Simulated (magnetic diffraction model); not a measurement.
## Solving a magnetic structure from powder neutron data: Cs2KCrI6

Space group Fm-3m (no. 225), a = 12.2530 Å.

```csv
site,atom,x,y,z
8c,Cs,1/4,3/4,3/4
24e,I,0,0,0.7738
4a,Cr,0,0,0
4b,K,1/2,0,0
```

The compound is invented for this exercise: a known structure type with other elements, its cell scaled to their sizes and not relaxed.

Only Cr is taken to order (form factors of Cr3+); orders and moment sizes are assumed, and not adapted to the symmetry. Radiation: neutrons of λ = 2.52 Å, 3° to 100°; isotropic B of 0.39 Å² (Cs), 0.46 Å² (I), 0.62 Å² (Cr) and 0.64 Å² (K). Simulated constant-wavelength pattern: nuclear and magnetic terms add, the magnetic one as |2.695 fm × Σ f S⊥ exp(2πi Q·r) exp(−B s²)|², summed over all Q at one angle with the factor 1/(sin²θ cos θ). For collinear order S is the moment m, which repeats by lattice and centring translations R with the sign exp(−2πi k·R). Free-ion form factors, Sears's scattering lengths of 1992, no absorption; a label names one of the reflections at its angle. The strongest nuclear line in the range is 100, and lines under 0.2 are left out.

Above the ordering temperature:

```
2θ (°)    index      I
 20.52  (1 1 1)    6.3
 23.74  (2 0 0)    9.1
 33.82  (2 2 0)   12.0
 39.88  (3 1 1)    0.5
 41.74  (2 2 2)   85.9
 48.58  (4 0 0)   98.9
 53.26  (3 3 1)    8.5
 54.76  (4 2 0)    4.4
 60.50  (4 2 2)    5.3
 64.60  (5 1 1)   18.3
 71.14  (4 4 0)  100.0
 74.94  (5 3 1)    3.0
 76.19  (6 0 0)    3.7
 81.14  (6 2 0)   11.4
 84.80  (5 3 3)    0.3
 86.02  (6 2 2)   69.2
 90.87  (4 4 4)   46.3
 94.51  (7 1 1)   19.9
 95.72  (6 4 0)    5.5
```

Below it (cell unchanged):

| 2θ (°) | I |
| --- | --- |
| 16.72 | 12.1 |
| 20.52 | 6.3 |
| 23.74 | 9.1 |
| 26.59 | 7.1 |
| 29.18 | 2.4 |
| 33.82 | 12.0 |
| 35.94 | 3.9 |
| 37.95 | 3.8 |
| 39.88 | 0.5 |
| 41.74 | 85.9 |
| 43.53 | 0.8 |
| 45.26 | 3.4 |
| 48.58 | 98.9 |
| 50.17 | 2.6 |
| 51.73 | 1.0 |
| 53.26 | 8.5 |
| 54.76 | 4.4 |
| 56.23 | 2.5 |
| 57.67 | 1.0 |
| 60.50 | 5.3 |
| 61.88 | 0.6 |
| 63.25 | 1.6 |
| 64.60 | 18.3 |
| 67.25 | 1.2 |
| 68.56 | 1.2 |
| 71.14 | 100.0 |
| 72.42 | 0.7 |
| 73.68 | 0.9 |
| 74.94 | 3.0 |
| 76.19 | 3.7 |
| 77.44 | 0.5 |
| 78.68 | 0.9 |
| 81.14 | 11.4 |
| 82.36 | 1.3 |
| 83.58 | 0.5 |
| 84.80 | 0.3 |
(The table stops after 36 lines; 9 more lie at higher angle.)

**Question.** Check that the new lines index with k = (1 0 0), then choose among these models:
A. collinear moments along [010], 2.88 μB on Cr
B. collinear moments along [100], 2.88 μB on Cr
C. collinear moments along [001], 2.88 μB on Cr

The new lines index as (0 1 1) at 16.72°, (1 2 0) at 26.59°, (2 1 1) at 29.18° and (1 2 2) at 35.94°, that is as H ± k with k = (1 0 0), one of 3 inequivalent arms of its star (k and −k counted as one), which a powder can't tell apart. The indices are whole but break the lattice centring, so the moments reverse under a centring translation, those with k·t a half-integer.

Magnetic intensity, observed (below minus above) and for each model:

| 2θ (°) | index | observed | A | B | C |
| --- | --- | --- | --- | --- | --- |
| 11.80 | (1 0 0) | <0.2 | 12.5 | <0.2 | 12.5 |
| 16.72 | (0 1 1) | 12.1 | 6.0 | 12.1 | 6.0 |
| 26.59 | (1 2 0) | 7.1 | 5.3 | 7.1 | 5.3 |
| 29.18 | (2 1 1) | 2.4 | 5.9 | 2.4 | 5.9 |
| 37.95 | (0 3 1) | 3.8 | 1.9 | 3.8 | 1.9 |
| 43.53 | (3 2 0) | 0.8 | 2.2 | 0.8 | 2.2 |
| 51.73 | (4 1 1) | 1.0 | 2.0 | 1.0 | 2.0 |
| 56.23 | (1 4 2) | 2.5 | 1.4 | 2.5 | 1.4 |

Model B matches.

The absence at (1 0 0) is telling: Q lies along the moments there, so the part normal to Q vanishes.

The structure used: k = (1 0 0), collinear moments along [100], 2.88 μB on Cr.

[Logs are printed without paths, hosts, clocks, repeated set-up lines and the standing remarks that a program may print on its own settings, such as how far it seeks lower states.]
